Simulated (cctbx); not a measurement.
## Symmetry from intensities

Cell: a = 3.9770 Å, b = 3.9770 Å, c = 9.1210 Å, α = 90.00°, β = 90.00°, γ = 90.00°. Expected content of the cell: Sn2 Ru2 Ni4 Ti2.

The data are simulated with cctbx, not measured: Mo Kα, λ = 0.71073 Å, to d = 0.7 Å, 50 % of the full sphere, strongest reflection 40000 counts, noise from counting, a 1.5 % proportional error and a noise floor of 15 counts (s.d.); no absorption, some extinction.

A first pass over the reflections prints:

```text
876 reflections to d = 0.701 A
centring   violations  <I/sigma> of those
    A        324 of   461     16.0
    B        309 of   440     16.2
    C        315 of   445     13.8
    I        216 of   454      6.3
    R        407 of   589     15.6
    F        474 of   673     15.3
Laue class    unique    Rint  (classes that these axes allow; Friedel mates merged)
P -1              666   0.016
P 1 2/m 1         441   0.021
P 1 1 2/m         434   0.019
P 2/m 1 1         450   0.019
P m m m           284   0.022
P 4/m             238   0.022
P 4/m m m         168   0.023
space group    extra absences  I>4sigma  <I/sigma>
P 4 2 2                 0          0         -  acentric
P 4 21 2                6          0       0.6  acentric
P 4 m m                 0          0         -  acentric
P -4 2 m                0          0         -  acentric
P -4 21 m               6          0       0.6  acentric
P -4 m 2                0          0         -  acentric
P 4/m m m               0          0         -  centric
P 4/n m m :1           29          0       0.1  centric
P 4/n m m :2           29          0       0.1  centric
Wilson B = 1.98 A^2   <|E^2-1|> = 0.924 (0.968 centric, 0.736 acentric)   E^2>4: 2.6 %
shell (A)         n   <I/sigma>
 9.12 - 1.40     29     51.6
 1.40 - 1.11     23     39.6
 1.11 - 0.97     18     38.5
 0.97 - 0.88     26     30.8
 0.88 - 0.82     15     27.8
 0.82 - 0.77     18     16.9
 0.77 - 0.73     23     23.1
 0.73 - 0.70     16     16.8
```

Q: Read the symmetry from these tables.

Every centring test has many violations, so the lattice is primitive.

Rint stays low (0.016 to 0.023) up to P 4/m m m, the highest class in these axes.

9 settings pass the absence test. The most absences obeyed, 29, belong to P 4/n m m alone.

⟨|E²−1|⟩ = 0.924 leans to a centrosymmetric structure. The Wilson B of 1.98 Å² means U ≈ 0.0251 Å².

The true group is P4/nmm (no. 129, origin choice 1), Laue class 4/mmm, centrosymmetric. The tables fix it.

This is a model crystal, built by substitution and not relaxed, with assumed displacement parameters.

[Logs are printed without paths, hosts, clocks, repeated set-up lines and the standing remarks that a program may print on its own settings, such as how far it seeks lower states.]
